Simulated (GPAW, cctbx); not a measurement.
# What do these deviations say about the bonding?

KRu, Pm-3m (no. 221), a = 3.6402 Å, b = 3.6402 Å, c = 3.6402 Å, α = 90.00°, β = 90.00°, γ = 90.00°.

| atom | mult. | x | y | z |
| --- | --- | --- | --- | --- |
| Ru1 | 1 | 1/2 | 1/2 | 1/2 |
| K1 | 1 | 0 | 0 | 0 |

The cell comes from substitution in a known structure type and wasn't matched to any measured phase.

Absolute values of the static structure factors of the conventional cell from DFT (PBE, GPAW) against free spherical atoms, in electrons:

```csv
hkl,d (Å),free atoms,crystal
010,3.640,23.02,23.08
011,2.574,49.26,49.19
111,2.102,20.34,20.26
020,1.820,42.70,42.65
021,1.628,18.72,18.68
121,1.486,38.45,38.45
022,1.287,35.46,35.46
122,1.213,16.47,16.50
030,1.213,16.47,16.39
031,1.151,33.24,33.17
```

**Question.** Which way does charge move, and which reflections show it best?

Project each element's phase sum on the total phase. At low angle |F| should rise if density moves to atoms that scatter in phase and fall if it moves to atoms that scatter against it.

| hkl | Ru in phase | K in phase | change (e) | (%) |
| --- | --- | --- | --- | --- |
| 010 | +1.0 | -1.0 | +0.06 | +0.2 |
| 011 | +1.0 | +1.0 | -0.07 | -0.2 |
| 111 | +1.0 | -1.0 | -0.09 | -0.4 |
| 020 | +1.0 | +1.0 | -0.05 | -0.1 |
| 021 | +1.0 | -1.0 | -0.04 | -0.2 |
| 121 | +1.0 | +1.0 | 0.00 | 0.0 |
| 022 | +1.0 | +1.0 | 0.00 | 0.0 |
| 122 | +1.0 | -1.0 | +0.03 | +0.2 |

Low-angle reflections that set elements apart and change by more than 0.05 e: 010 and 111. The real-space density gives Voronoi charges Ru -0.11, K +0.11 e. The signs that these charges predict hold for 010 and fail for 111, so the simple rule can't give the direction here. The reflections see the density near the nuclei and the atoms' change of size and shape; Voronoi cells count what crosses the midplanes.

[Outputs are excerpts: Python notices, other lines and further rows are left out; steps that failed or that the build refused (PBEsol, TPSS) are not shown.]

[Logs are printed without paths, hosts, clocks, repeated set-up lines and the standing remarks that a program may print on its own settings, such as how far it seeks lower states.]
